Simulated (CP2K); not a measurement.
Consider 3-borylthiophene at its PBE geometry (Å).

```xyz
11

B     1.9227   -0.1024    0.1316
C     0.4154    0.0672   -0.0201
C    -0.6082   -0.8337    0.4424
C    -1.8808   -0.4133    0.1589
S    -1.8651    1.0960   -0.6837
C    -0.1634    1.1675   -0.6572
H     2.3740   -1.0660    0.6846
H     2.6646    0.7333   -0.3047
H    -0.3895   -1.7621    0.9667
H    -2.8263   -0.8954    0.3894
H     0.3566    2.0088   -1.1077
```

Method: CP2K XAS_TDP, all-electron GAPW, PBEh(45%), aug-cc-pVDZ, TDA, no relativity.

Question: Predict the bright core excitations at the C K edge.

Leading lines: C2 280.72 eV, C3 281.48 eV, C4 281.95 eV and C6 281.08 eV. The leading line of an atom is its first one with 35 % of the strongest within 2.5 eV of its lowest line over the strength cut. 

The first six lines of each atom with a strength over 0.0015:

```tsv
atom	energy (eV)	states	strength, one atom
C2 (bonded to B and 2 C)	280.72	1	0.0167
	282.67	1	0.0227
	283.64	1	0.0193
	284.45	1	0.0025
	284.60	1	0.0040
	285.31	1	0.0015
C3 (bonded to 2 C and H)	281.48	1	0.0517
	284.56	1	0.0098
	285.00	1	0.0037
	285.52	1	0.0037
	286.17	1	0.0018
	286.32	1	0.0058
C4 (bonded to C, S and H)	281.95	1	0.0492
	284.25	1	0.0340
	285.00	1	0.0135
	285.93	1	0.0042
	286.13	1	0.0025
	286.96	1	0.0023
C6 (bonded to C, S and H)	281.08	1	0.0520
	284.78	1	0.0295
	285.50	1	0.0164
	286.34	1	0.0052
	286.46	1	0.0029
	286.97	1	0.0023
```

Lines are vertical, at one geometry, with no vibrational structure. Without a correction of the core level, line positions, and the gaps between valence and Rydberg lines, follow the share of exact exchange. At this level such K lines come out 3 to 6 eV under measured ones. These values hold no scalar relativity, about 0.1 eV for C 1s. Rydberg lines, and the discretised continuum above threshold, depend on the basis and the box.

[Banner, clock and machine lines of the logs are left out without a mark of their own.]

[Logs are printed without paths, hosts, clocks, repeated set-up lines and the standing remarks that a program may print on its own settings, such as how far it seeks lower states.]

[Hosts, paths, dates, database ids (printed as entryN), source tags and the programs' standing remarks are cut or masked in the printed files.]
